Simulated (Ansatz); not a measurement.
## Honeycomb PN monolayer in a perpendicular field

Aim: how the honeycomb PN monolayer screens a field along its normal, and what the field does to its bands. A positive field points along +c.

Method: plane-wave DFT, PBE-D3(BJ), Ansatz PAW (set soft_1); PAW set soft_1, in Ansatz 0.2.0.

**1. Starting point**

The cell holds 2 atoms: 1 N and 1 P. Its edges and angles: a = 2.730 Å, b = 2.730 Å, c = 32.760 Å, α = 90.0°, β = 90.0°, γ = 120.0°. Vacuum lies along c.

**2. Relaxing the slab**

The starting cell is a guess, so the in-plane lattice and the atoms are relaxed first, with the slab cut off from its images along the normal.

File input.yaml:

```yaml
crystal:
  lattice:
    - [2.73, 0.0, 0.0]
    - [-1.365, 2.3642493523, 0.0]
    - [0.0, 0.0, 32.7599999992]
  atoms:
    - { symbol: "N", position: [0.6666666667, 0.3333333333, 0.4868742369] }
    - { symbol: P, position: [0.3333333333, 0.6666666667, 0.5131257631] }
  periodic: [true, true, false]
kpoints:
  mp_grid: { grid: [12, 12, 1] }
hamiltonian:
  xc: pbe
  dispersion: d3bj
  pseudopotentials: { kind: paw, azcp: { folder: soft_1 } }
scf:
  occupations: { method: fermi_dirac, width: 0.05 }
  convergence: { dr2_threshold: 1.0e-09 }
relax:
  f_tol: 0.004
  max_steps: 90
  cell: {}
output:
  write_potential: true
  write_density: true
  volumetric_format: npy
```

Command:

```
ansatz run input.yaml --threads 2 --pin off --max-ram 3072MiB --backend cpu --events-out ev --progress --plain --runs-dir out
```

The runs that follow: atoms held, field 0; atoms held, field 0.1 V/Å; single point, field -0.1 V/Å; response, atoms held. Settings of the main run: cutoff 420 eV, 18×18×1 k-mesh, smearing width 0.02585 eV, 1 layers, stack honeycomb PN monolayer, PAW set soft 1.

Before running: what should come out for the gap without field; and equivalent conductor thickness, atoms held?

The induced dipole equals that of a perfect conductor 2.96 Å thick, while the outer atoms lie 0.87 Å apart; an out-of-plane ε follows only once a thickness t is chosen, by 1 − 1/ε = 2.96 Å / t. The two faces differ: the vacuum level above lies 0.73 eV lower than the one below. The gap stays within 0.01 eV of 1.84 eV over the fields run, up to 0.1 V/Å in size.

```
gap without field                          : 1.84 eV
ionisation energy, upper face              : 6.67 eV
electron affinity, upper face              : 4.83 eV
step between the vacuum levels             : -0.732 eV
equivalent conductor thickness, atoms held : 2.96 Å
```

Semilocal functionals give gaps that are too small, and excitons are not included.

[Logs are printed without paths, hosts, clocks, repeated set-up lines and the standing remarks that a program may print on its own settings, such as how far it seeks lower states.]

[Hosts, paths, dates, database ids (printed as entryN), source tags and the programs' standing remarks are cut or masked in the printed files.]

[Maps of the electrostatic potential energy from Ansatz leave out the sawtooth potential of an applied field or a dipole correction, so their vacuum need not be flat; planar profiles and work functions include it.]
